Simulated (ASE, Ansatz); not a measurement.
## Convergence of a linear-scaling basis for (16,16) 1T-TiS2 nanotube (288 atoms)

Wanted: errors and times of a linear-scaling basis for (16,16) 1T-TiS2 nanotube (288 atoms). A setting counts as converged where the r.m.s. difference of forces stays under 1 % of the r.m.s. force.

Program: Ansatz 0.2.0. Level of theory: Kohn-Sham DFT, PBE+D3(BJ), PAW (set soft_2), plane waves. Results are calculated unless marked as measured.

## (1) The structure

The cell holds 288 atoms: 96 Ti and 192 S. Its edges and angles: a = 44.870 Å, b = 44.870 Å, c = 10.230 Å, α = 90.0°, β = 90.0°, γ = 90.0°. It derives from TiS2 (1T-TiS2). 1T-TiS2 sheet (a = 3.41 Å) rolled into a (16,16) tube of diameter 30.08 Å, 3 periods, 12 Å of vacuum; not relaxed, displaced by a Gaussian of 0.02 Å. Vacuum lies along a and b. The structure repeats along c.

Before any run, some limits are plain. Beside vacuum, support functions can miss their usual error bounds without a warning. The main run has no spin polarisation, so moments on Ti can't form in it, and no Hubbard term. Sampling is at Γ alone, for a cell whose periodic width is 10 Å.

## (2) Plane-wave single point

The first run fixes the reference, at a cutoff of 420 eV.

Input file input.yaml:

```yaml
crystal:
  lattice:
    - [44.86998, 0.0, 0.0]
    - [0.0, 44.86998, 0.0]
    - [0.0, 0.0, 10.23]
  atoms:
    - { symbol: Ti, position: [0.83545, 0.49892, 0.9955] }
    - { symbol: S, position: [0.8664, 0.52395, 0.16195] }
    - { symbol: S, position: [0.80056, 0.54013, 0.9979] }
    - { symbol: Ti, position: [0.82926, 0.56509, 0.1729] }
    - { symbol: S, position: [0.85445, 0.59447, 0.99621] }
    - { symbol: S, position: [0.7877, 0.59795, 0.1681] }
    - { symbol: Ti, position: [0.80983, 0.6289, 0.33524] }
    - { symbol: S, position: [0.82893, 0.66274, 0.1703] }
    - { symbol: S, position: [0.76307, 0.65158, 0.00316] }
    - { symbol: Ti, position: [0.77889, 0.68671, 0.16615] }
    - { symbol: S, position: [0.79095, 0.72302, 0.00091] }
    - { symbol: S, position: [0.72834, 0.701, 0.16648] }
    - { symbol: Ti, position: [0.73773, 0.73737, 0.33325] }
    - { symbol: S, position: [0.74156, 0.7758, 0.16761] }
    - { symbol: S, position: [0.68421, 0.74059, 0.9995] }
    - { symbol: Ti, position: [0.68566, 0.77858, 0.16921] }
    - { symbol: S, position: [0.68321, 0.81711, 0.33447] }
    - { symbol: S, position: [0.63488, 0.77197, 0.16841] }
    - { symbol: Ti, position: [0.62849, 0.81007, 0.00281] }
    - { symbol: S, position: [0.61806, 0.8476, 0.16877] }
    - { symbol: S, position: [0.57848, 0.79357, 0.00059] }
    - { symbol: Ti, position: [0.56557, 0.82888, 0.16759] }
    - { symbol: S, position: [0.54795, 0.86299, 0.99887] }
    - { symbol: S, position: [0.51944, 0.80286, 0.16554] }
    - { symbol: Ti, position: [0.49967, 0.83467, 0.33335] }
    - { symbol: S, position: [0.47512, 0.86636, 0.16596] }
    - { symbol: S, position: [0.46031, 0.79977, 0.33391] }
    - { symbol: Ti, position: [0.43502, 0.82944, 0.1676] }
    - { symbol: S, position: [0.40539, 0.85525, 0.00071] }
    - { symbol: S, position: [0.40204, 0.78659, 0.16807] }
    - { symbol: Ti, position: [0.37218, 0.81016, 0.329] }
    - { symbol: S, position: [0.33739, 0.82858, 0.16827] }
    [... 250 atom lines left out ...]
    - { symbol: Ti, position: [0.8097, 0.372, 0.99562] }
    - { symbol: S, position: [0.84698, 0.38289, 0.83335] }
    - { symbol: S, position: [0.7929, 0.42124, 0.99687] }
    - { symbol: Ti, position: [0.82832, 0.43493, 0.83106] }
    - { symbol: S, position: [0.86464, 0.45241, 0.66828] }
    - { symbol: S, position: [0.80335, 0.47967, 0.83482] }
kpoints:
  mp_grid: { grid: [1, 1, 1] }
hamiltonian:
  xc: pbe
  dispersion: d3bj
scf:
  occupations: { method: fermi_dirac, width: 0.025 }
output:
  forces: true
  populations: true
  dos:
    method: { smearing: { sigma: 0.15 } }
    de: 0.1
    projected: { site_lists: { S: [S], Ti: [Ti] } }
  eigenvalues: true
```

Launch:

```console
> ansatz run input.yaml --threads 32 --pin off --max-ram 143360MiB --backend cuda --events-out ev --progress --plain --runs-dir out
```

Numbers of over 12 decimals in the logs are rounded to 6 here.

The log of the run:

```text
Engine: ansatz 0.2.0, aarch64-unknown-linux-gnu
Pseudopotentials: kind: paw
Pseudopotential: Ti, paw, valence charge 12, recommended cutoff 420 eV (normal), Ti.paw.azcp
Pseudopotential: S, paw, valence charge 6, recommended cutoff 420 eV (normal), S.paw.azcp
Functional definition: PBE
  parameter kappa = 0.804
  parameter beta = 0.066725
  exchange = pbe_x(kappa = kappa, mu = beta*pi^2/3)
  correlation = pbe_c(beta = beta)
device memory: the entry about to start is reckoned to put 65.9 GiB on a device that reports 182.5 GiB free
GPU FFT provider: cuFFT
GPU libraries: cuBLAS 13.8.1, cuFFT 12.4.0, cuSOLVER 12.3.2
GPU matrix products: emulated (plane waves: as basis.precision tells), large ones in fixed point in workspaces of 1.00 GiB
Crystal: 288 atoms, lattice volume = 20596.214 Å³
Basis set: ecut = 420 eV, 402247 PW (Γ), exchange–correlation on 600×600×144 points (8 copies of the dense FFT grid, shifted against one another)
Bands: 1440, of which v1, the nominal top of the filled ones, is band 1152 counted from 1 (1151 counted from 0)
Symmetry: 1 space group operations
Space group: P1 (ITA 1), of the structure as read, at distance tolerance 2.7e-4 Å
k-points: 1
Non-local potential: Ti, projectors of the file, l = 0: 3, l = 1: 2, l = 2: 3, l = 3: 1
Non-local potential: S, projectors of the file, l = 0: 2, l = 1: 2, l = 2: 2
PAW form: soft (Blöchl's): semilocal exchange-correlation on the pseudo side does not see the compensation charge
PAW one-centre angular grid: Ti, 590 points (default); XC on 64 Gauss nodes
PAW one-centre angular grid: S, 110 points (default); XC on 64 Gauss nodes
Initial density: superposition of atomic densities (neutral atoms: chi_scale 0, normalization atom), corrected by the library's trained network
Initial wavefunctions: pseudopotential atomic-orbital guess
GPU buffer pool allocated for 6480000 grid points (all kernels)
GPU transforms: local potential and band sums: pruned to the plane-wave sphere, on 300×300×72
GPU projectors: on the FFT box's points about the atoms, with room for 1929888 of them (16 bands a pass); a geometry past the room, sums that fail their trial, or a want of GPU memory keeps the tables, and a block in half precision can take them where they are the faster
Functional: x = pbe(κ = 0.804, μ = 0.219515), c = pbe(β = 0.066725)
SCF iter   1: F=—  HF=-413598.714824 eV  |F-HF|=—  |Δ(HF+E_count)|=         —  Δρ=2.52e-3  dr2=3.12e0  ethr=1.77e-3  ⟨swp⟩=6.0  Hψ=5796  notcnv=0  defer=162
preconditioner: auto → LDOS  [metal: Δε(μ)=0.067 eV  Ē_g=6.476 eV  σ=0.025 eV  W_gap=0.46  n_scr=2318 (ndim 8)  ℏωp=10.1 eV  f_vac=0.695  D(μ)=78.42/eV (n_scr^D=198)  β→1.0]
SCF iter   2: F=—  HF=-413599.197090 eV  |F-HF|=—  |Δ(HF+E_count)|=   4.82e-1  Δρ=3.92e-3  dr2=1.14e1  ethr=1.35e-4  ⟨swp⟩=3.0  Hψ=2403  notcnv=0  defer=195
SCF iter   3: F=—  HF=-413598.496668 eV  |F-HF|=—  |Δ(HF+E_count)|=   7.00e-1  Δρ=9.16e-4  dr2=4.63e-1  ethr=1.35e-4  ⟨swp⟩=8.0  Hψ=1941  notcnv=0  defer=195
SCF iter   4: F=—  HF=-413598.457584 eV  |F-HF|=—  |Δ(HF+E_count)|=   3.91e-2  Δρ=2.06e-4  dr2=4.36e-2  ethr=2.01e-5  ⟨swp⟩=2.0  Hψ=2513  notcnv=0  defer=199
SCF iter   5: F=—  HF=-413598.462822 eV  |F-HF|=—  |Δ(HF+E_count)|=   5.24e-3  Δρ=7.54e-5  dr2=6.14e-3  ethr=1.89e-6  ⟨swp⟩=2.0  Hψ=1714  notcnv=0  defer=199
SCF iter   6: F=—  HF=-413598.470497 eV  |F-HF|=—  |Δ(HF+E_count)|=   7.68e-3  Δρ=3.44e-5  dr2=9.44e-4  ethr=2.67e-7  ⟨swp⟩=1.0  Hψ=1241  notcnv=0  defer=199
SCF iter   7: F=—  HF=-413598.456102 eV  |F-HF|=—  |Δ(HF+E_count)|=   1.44e-2  Δρ=1.66e-5  dr2=1.96e-4  ethr=4.10e-8  ⟨swp⟩=2.0  Hψ=1820  notcnv=0  defer=199
SCF iter   8: F=—  HF=-413598.460736 eV  |F-HF|=—  |Δ(HF+E_count)|=   4.63e-3  Δρ=7.79e-6  dr2=4.06e-5  ethr=8.49e-9  ⟨swp⟩=2.0  Hψ=1714  notcnv=0  defer=199
SCF iter   9: F=—  HF=-413598.464351 eV  |F-HF|=—  |Δ(HF+E_count)|=   3.61e-3  Δρ=3.44e-6  dr2=6.31e-6  ethr=1.76e-9  ⟨swp⟩=2.0  Hψ=1818  notcnv=0  defer=199
SCF iter  10: F=—  HF=-413598.464357 eV  |F-HF|=—  |Δ(HF+E_count)|=   6.30e-6  Δρ=2.72e-6  dr2=3.29e-6  ethr=2.74e-10  ⟨swp⟩=3.0  Hψ=2015  notcnv=0  defer=199
SCF iter  11: F=—  HF=-413598.464359 eV  |F-HF|=—  |Δ(HF+E_count)|=   1.47e-6  Δρ=7.36e-7  dr2=2.87e-7  ethr=1.43e-10  ⟨swp⟩=2.0  Hψ=1815  notcnv=0  defer=199
SCF iter  12: F=-413598.464359 eV  HF=-413598.464359 eV  |F-HF|=4.15e-7  |Δ(HF+E_count)|=   4.36e-7  Δρ=3.74e-7  dr2=7.07e-8  ethr=4.34e-12  ⟨swp⟩=11.0  Hψ=5521  notcnv=0
SCF 1 converged in 12 iterations: F = -413598.464359 eV  dr2 = 7.07e-8
  greatest PAW one-centre occupation: 0.999 electrons in one spin orbital (limit 2), on the Ti atom at site 183 (counted from 0), in its partial waves of l = 0
SCF converged after 12 iterations
Free energy (F): -413598.464359 eV
Harris-Foulkes:  -413598.464359 eV  (|F-HF|=4.15e-7)
Internal energy: -413598.245367 eV  (E = F + TS)
E sigma→0 (E₀):  -413598.354863 eV
Entropy (-TS):   -0.218992 eV (-0.760 meV/atom)
Fermi energy:    -2.136013 eV
--- Per-component energies (eV) ---
  E_band       = -43502.805476
  E_kinetic    = 46573.534574
  E_local      = -1557335.535365  (includes V_loc(G=0)·N_el)
  E_nonlocal   = 6029.051834
  E_hartree    = 753462.768746
  E_xc         = -28054.094873
  E_vxc        = -28556.059487  (∫ρ·V_xc dr)
  E_paw        = -215694.950435  (= ΣΔE_a)
  E_vpaw       = -17139.357015  (= ΣTr[D̂ρ^β])
  E_aug_tail   = 0.012287  (compensation charges beyond the density's cutoff)
  E_ewald      = 581499.614945
  E_disp       = -78.647082  (pairwise vdW)
  E_smearing   = -0.218992  (= −TS)
  E_closure    = -0.000000  (closes the sum)
  Σ components = -413598.464359   (vs F -413598.464359, Δ=0.00e0)
--- Forces (eV/Å), atoms counted from 1 ---
[... 288 lines of forces left out ...]
  max |Σ_I F_I| component: 7.55e-5 eV/Å
--- Band table (eV) ---
[... left out ...]
--- Löwdin populations: 288 sites ---
  site symbol       q [e]
[... 288 lines, one an atom, left out ...]
  spilling = 0.006497 (of n_electrons = 2304.000000)
```

It took 14 s on 1 × NVIDIA GB200 with 32 threads of Arm Neoverse V2, shared host; peak memory 7.1 GiB.

Reading the cycles: dr2 is the Hartree energy of the density residual (eV), the measure of convergence; HF is the Harris–Foulkes estimate of the energy, which meets the free energy F at convergence.

That memory is the host's; the program planned up to 65.9 GiB on the GPU. Forces of this run were stored rounded, and per-atom blocks of the log weren't kept.

Numbers from this run:

```
free energy                             : -413598.4644 eV
free energy per atom                    : -1436.1058 eV/atom
SCF cycles                              : 12
r.m.s. force component                  : 0.4353 eV/Å
longest force                           : 1.408 eV/Å
Fermi energy                            : -2.136 eV
levels partly filled by over 2 per cent : 11
spilling of the projection              : 0.006497
```

Length of the force by element:

```csv
element,coordination,atoms,mean length of the force (eV/Å),spread,least,most
S,all,192,0.550,0.244,0.0534,1.08
Ti,all,96,0.965,0.225,0.487,1.41
```

Löwdin charges by element (they lack the spilled electrons, 0.052 e an atom on average):

```csv
element,coordination,atoms,mean charge (e),spread,least,most
S,all,192,-0.318,0.0419,-0.379,-0.244
Ti,all,96,0.791,0.0071,0.770,0.811
```

Density of states as counts of states in windows of 0.5 eV (from the Fermi level), total and some projections:

```csv
from (eV),to (eV),total,S p,Ti d
-10,-6,0.0,0.0,0.0
-6,-5.5,0.2,0.2,0.0
-5.5,-5,20.1,14.3,3.3
-5,-4.5,91.5,65.5,16.3
-4.5,-4,92.9,66.3,19.0
-4,-3.5,171.5,127.2,26.3
-3.5,-3,108.1,76.5,27.3
-3,-2.5,218.6,141.6,70.0
-2.5,-2,124.9,88.1,30.5
-2,-1.5,115.2,95.0,15.4
-1.5,-1,149.1,129.1,15.9
-1,-0.5,35.8,29.0,6.0
-0.5,0,21.8,14.5,6.7
0,0.5,83.5,16.6,62.5
0.5,1,94.2,16.0,75.1
```

Between -26 and -10 eV lie 384 more states.

The stored curve holds about 1534 of the 2304 electrons; the rest, give or take the few that broadening carries across the Fermi level, lie in deeper levels below its range.

Not all projections were asked for or kept, so they needn't add up to the total.

The levels nearest the highest filled one (over half full), pooled over k-points and spins:

```csv
level less the highest filled one (eV),occupation
-0.183,2
-0.128,2.00
-0.119,2.00
-0.0226,1.86
-0.0052,1.73
0,1.68
0.0529,0.779
0.0632,0.594
0.0689,0.503
0.0844,0.307
0.0921,0.235
0.0994,0.181
```

Mean Löwdin charges: S -0.32, Ti +0.79 e (they miss 0.65 % of the electrons, so they add up to more than the cell's charge). Just under the Fermi level the largest share is S p (67 % of the projected weight), just over it Ti d (75 % of the projected weight).

## (3) Structure statistics

These statistics describe the geometry on which the runs were made.

Normalised to the volume that the atoms fill. Pair distribution functions g(r), in bins of 0.1 Å:

```csv
r (Å),total,S-S,S-Ti,Ti-Ti
2.15,0.00,0.00,0.00,0.00
2.25,0.14,0.00,0.31,0.00
2.35,6.39,0.00,14.40,0.00
2.45,14.40,0.00,32.30,0.00
2.55,2.39,0.00,5.37,0.00
2.65,0.00,0.00,0.00,0.00
2.75,0.00,0.00,0.00,0.00
2.85,0.00,0.00,0.00,0.00
2.95,0.00,0.00,0.00,0.00
3.05,0.03,0.06,0.00,0.00
3.15,4.05,9.12,0.00,0.00
3.25,0.50,1.13,0.00,0.00
3.35,3.78,3.12,0.00,21.60
3.45,10.80,16.30,0.00,31.80
3.55,1.13,2.55,0.00,0.00
3.65,3.21,7.23,0.00,0.00
3.75,0.14,0.31,0.00,0.00
3.85,0.02,0.00,0.04,0.00
3.95,0.82,0.00,1.84,0.00
4.05,0.76,0.00,1.72,0.00
4.15,2.82,0.00,6.34,0.00
4.25,2.23,0.00,5.03,0.00
4.35,1.22,0.00,2.75,0.00
4.45,0.01,0.00,0.03,0.00
4.55,0.00,0.00,0.00,0.00
4.65,0.00,0.00,0.00,0.00
4.75,0.07,0.17,0.00,0.00
4.85,2.56,5.75,0.00,0.00
4.95,0.29,0.64,0.00,0.00
5.05,0.03,0.00,0.06,0.00
5.15,1.53,0.00,3.45,0.00
5.25,2.09,0.72,3.98,0.00
5.35,2.08,1.12,3.56,0.00
5.45,1.76,0.00,3.97,0.00
5.55,2.30,0.00,5.17,0.00
5.65,0.53,0.02,1.17,0.00
5.75,1.13,2.55,0.00,0.00
5.85,2.29,2.47,0.00,10.70
5.95,3.85,6.88,0.00,7.16
6.05,1.21,2.72,0.00,0.00
6.15,0.05,0.12,0.00,0.00
6.25,0.45,1.01,0.00,0.00
6.35,0.80,1.79,0.00,0.00
6.45,0.46,1.04,0.00,0.00
```

Bonds by pair of elements; cutoffs follow the first minimum of g(r), held within bounds set by covalent radii, and pairs that aren't listed don't count as bonded:

```csv
pair A-B,cutoff (Å),bonds,mean length (Å),spread (Å),shortest (Å),B about A,A about B
S-Ti,3.1,576,2.43,0.054,2.29,3,6
```

How many atoms have how many bonded neighbours:

```csv
element,mean,3,6
S,3,192,0
Ti,6,0,96
```

Bond angles, per cent of each kind in bins of 5°:

```csv
angle (°),S-Ti-S,Ti-S-Ti
80–85,12.6,2.3
85–90,21.4,61.6
90–95,40.8,36.1
95–100,5.2,0.0
100–105,0.0,0.0
105–110,0.0,0.0
110–115,0.0,0.0
115–120,0.0,0.0
120–125,0.0,0.0
125–130,0.0,0.0
130–135,0.0,0.0
135–140,0.0,0.0
140–145,0.0,0.0
145–150,0.0,0.0
150–155,0.0,0.0
155–160,0.0,0.0
160–165,0.0,0.0
165–170,3.6,0.0
170–175,9.4,0.0
175–180,7.0,0.0
```

Bond angles (no mean is given where the spread exceeds 20°):

```csv
angle,count,mean (°),spread (°)
S-Ti-S,1440,-,-
Ti-S-Ti,576,88.9,2.1
```

For some of the pairs, g(r) has its first main peak near 2.43 Å (S-Ti) and 3.41 Å (Ti-Ti). Counting bonds as in the table, all S atoms have 3 and all Ti atoms have 6 bonded neighbours.

Local excerpt of 13 atoms (numbers count through the whole input) about S288, whose charge lies farthest from its element's mean; x, y, z are measured from there.

```csv
atom,x,y,z,distance (Å),bonds,Löwdin charge (e),Fx,Fy,Fz (eV/Å)
S288,0.00,0.00,0.00,0.00,3,-0.24,-0.78,0.48,-0.16
Ti286,1.12,-2.01,-0.04,2.30,6,0.77,0.98,-0.62,0.14
Ti1,1.44,0.86,1.64,2.35,6,0.78,0.56,0.33,0.31
Ti193,1.42,0.94,-1.73,2.42,6,0.79,0.91,-0.08,-0.39
S285,-0.47,-2.62,1.66,3.14,3,-0.28,-0.16,0.34,0.16
S189,-0.47,-2.61,-1.73,3.16,3,-0.28,-0.17,0.15,-0.26
S3,-0.13,2.71,1.67,3.19,3,-0.31,0.08,0.00,-0.03
S195,-0.17,2.68,-1.72,3.19,3,-0.28,0.11,0.15,-0.16
S96,-0.03,0.03,3.37,3.37,3,-0.29,-0.04,-0.04,0.27
S95,2.69,-1.23,1.66,3.40,3,-0.35,-0.32,0.06,0.01
S192,-0.03,0.06,-3.42,3.42,3,-0.28,-0.06,-0.30,0.01
S194,2.79,1.99,0.02,3.43,3,-0.34,-0.35,0.14,-0.27
S287,2.75,-1.22,-1.70,3.46,3,-0.37,-0.84,0.09,-0.28
```

The column of bonds counts only the pairs S-Ti within 3.10 Å; other neighbours, such as metal atoms beside each other in a compound, aren't counted, and periodic images can show an atom twice.

## (4) Support functions medium

With localised support functions most steps grow linearly with size, though the diagonalisation grows faster unless the density matrix is cut; this run measures error and cost at this size. The level medium gives here a grid of 216×216×48 points and a radius of 4.23 Å.

This step: Kohn-Sham DFT, PBE+D3(BJ), PAW (set soft_2), localised support functions (medium) (Ansatz 0.2.0).

input.yaml, the sections that differ from step 2:

```yaml
scf:
  occupations: { method: fermi_dirac, width: 0.025 }
  eigensolver: { kind: { support_functions: { accuracy: medium } } }
  mixing: { beta: 0.2 }
  max_iter: 150
output:
  forces: true
# crystal, kpoints, hamiltonian: as in step 2
```

The log of the run:

```text
Warning: scf.eigensolver.kind.support_functions: disabling space-group detection — the functions' gradient is summed over unrotated k-points, so no spatial operation reduces the k-mesh or symmetrises the density; time reversal is kept, so that k and −k are solved as one point where they differ and the mesh holds both, and exact exchange and, on two spinor components, a DFT+U term hold to it where the run has them: [...]
settings of this run that can trade accuracy for cost: scf.eigensolver.kind.support_functions [...]
[...]
GPU FFT provider: cuFFT
GPU libraries: cuBLAS 13.8.1, cuFFT 12.4.0, cuSOLVER 12.3.2
[...]
Crystal: 288 atoms, lattice volume = 20596.214 Å³
Basis set: ecut = 420 eV, 402247 PW (Γ), exchange–correlation on 600×600×144 points (8 copies of the dense FFT grid, shifted against one another)
Bands: 1383, of which v1, the nominal top of the filled ones, is band 1152 counted from 1 (1151 counted from 0)
Symmetry: 1 space group operations
k-points: 1
[...]
GPU buffer pool allocated for 6480000 grid points (all kernels)
Eigensolver: Support functions (medium, 216×216×48 points, laid for a spacing of at most 0.228497 Å, radius 4.229461 Å, 736 sites without an atom, 1 species' potentials softened for the grid, 2 wholly corrected for its errors in the mean over positions, 2 with the egg-box correction, energy correction by stochastic trace)
[...]
SCF iter   1: F=—  HF=-413599.201897 eV  |F-HF|=—  |Δ(HF+E_count)|=         —  Δρ=3.42e-2  dr2=3.47e2  ethr=1.00e-1
[...]
SCF iter  29: F=-413598.640666 eV  HF=-413598.640409 eV  |F-HF|=2.57e-4  |Δ(HF+E_count)|=   1.16e-4  Δρ=2.41e-6  dr2=3.46e-6  ethr=2.92e-10
SCF 1 converged in 29 iterations: F = -413598.652086 eV  dr2 = 3.46e-6
[...]
SCF converged after 29 iterations
Stability not checked: this state was not tested for a lower state beside it, because the mixer in use, unlike msr1, does not test its closes by its own steps (another_mixer; see scf.mixing.algorithm and scf.lower_state_search)
Free energy (F): -413598.652086 eV
[...]
Internal energy: -413598.433070 eV  (E = F + TS)
E sigma→0 (E₀):  -413598.542578 eV
Entropy (-TS):   -0.219016 eV (-0.760 meV/atom)
Fermi energy:    -2.136222 eV
[...]
--- Forces (eV/Å), atoms counted from 1 ---
[... 288 lines of forces left out ...]
  max |Σ_I F_I| component: 1.91e-3 eV/Å
--- Band table (eV) ---
[... left out ...]
  guard bands above this table: 200 of the run's 1383 bands (output.publish_guard_bands: true publishes all)
```

It took 16 s on 1 × NVIDIA GB200 with 32 threads; peak memory 3.8 GiB; 45 s of CPU time.

That memory is the host's; the program planned up to 16.2 GiB on the GPU.

The program notes that the band table was not solved further than the SCF left it and it switched symmetry off. Further notices: vacuum switching off with vacuum.

Keys that differ from the reference: support_functions.accuracy = "medium", scf.max_iter = 150 and scf.mixing.beta = 0.2.

Forces differ from the reference by 0.41 meV/Å r.m.s., 0.095 % of their size, well within a tolerance of 1 %; the energy by -0.65 meV/atom.

## (5) Cost against change

Each row is set against the plane-wave reference (Kohn-Sham DFT, PBE+D3(BJ), PAW (set soft_2), plane waves; r.m.s. force component 0.435 eV/Å). Energies are set beside the reference only for runs with its functional, potentials and electron count. Times are for 1 × NVIDIA GB200 with 32 threads of Arm Neoverse V2, shared host. The reference's time includes the DOS, which some other runs skip.

```csv
run,"Δ force, r.m.s. (meV/Å)",share of r.m.s. force (%),Δ energy (meV/atom),cycles,time,host memory (GiB),planned on the GPU (GiB)
reference,-,-,-,12,14 s,7.1,66
support functions medium,0.414,0.095,-0.652,29,16 s,3.8,16
```

## (6) Results

```yaml
free_energy_per_atom: -1436.1058 eV/atom
r_m_s_force_component: 0.4353 eV/Å
wall_time_of_the_2_dft_runs: 30 s
```

What this shows: Against plane waves at 420 eV, the forces differ by 0.41 meV/Å (0.095 %) with support functions medium. Differences between support functions and plane waves include what basis error the plane-wave run still has.

11 levels are partly filled, by over 2 % (at Γ alone): no clear gap opens at this level. Levels of broken or missing bonds inside a gap of the host would look the same. Counting bonds as in the table, all S atoms have 3 and all Ti atoms have 6 bonded neighbours.

**Limits.** The geometry was built by rule, was displaced at random and isn't relaxed at this level: its force components are 0.44 eV/Å r.m.s.

[Logs are printed without paths, hosts, clocks, repeated set-up lines and the standing remarks that a program may print on its own settings, such as how far it seeks lower states.]

[Hosts, paths, dates, database ids (printed as entryN), source tags and the programs' standing remarks are cut or masked in the printed files.]
